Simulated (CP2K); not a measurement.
Two runs for the C K edge of carbon tetrafluoride. Run A: CP2K XAS_TDP, all-electron GAPW, PBEh(45%), aug-cc-pVTZ, TDA, no relativity. Run B differs in one setting.

First lines with a strength over 0.0015. A:

| atom | energy (eV) | states | strength, one atom |
| --- | --- | --- | --- |
| C2 (bonded to 4 F) | 292.52 | 1 | 0.1080 |
|  | 292.67 | 1 | 0.1081 |
|  | 292.73 | 1 | 0.1081 |
|  | 295.28 | 2 | 0.0039 |
|  | 295.30 | 1 | 0.0022 |

B:

| atom | energy (eV) | states | strength, one atom |
| --- | --- | --- | --- |
| C2 (bonded to 4 F) | 299.39 | 1 | 0.1055 |
|  | 299.54 | 1 | 0.1056 |
|  | 299.60 | 1 | 0.1056 |
|  | 302.14 | 2 | 0.0039 |
|  | 302.16 | 1 | 0.0021 |

Question: Which was it: the basis, GW2X switched on, scalar relativity switched on, the functional?

GW2X switched on. GW2X shifts an atom's lines together and keeps their spacings. Against PBEh(45%) in aug-cc-pVTZ, the leading line moves by +6.87 eV, to 299.39 eV.

[Hosts, paths, dates, database ids (printed as entryN), source tags and the programs' standing remarks are cut or masked in the printed files.]
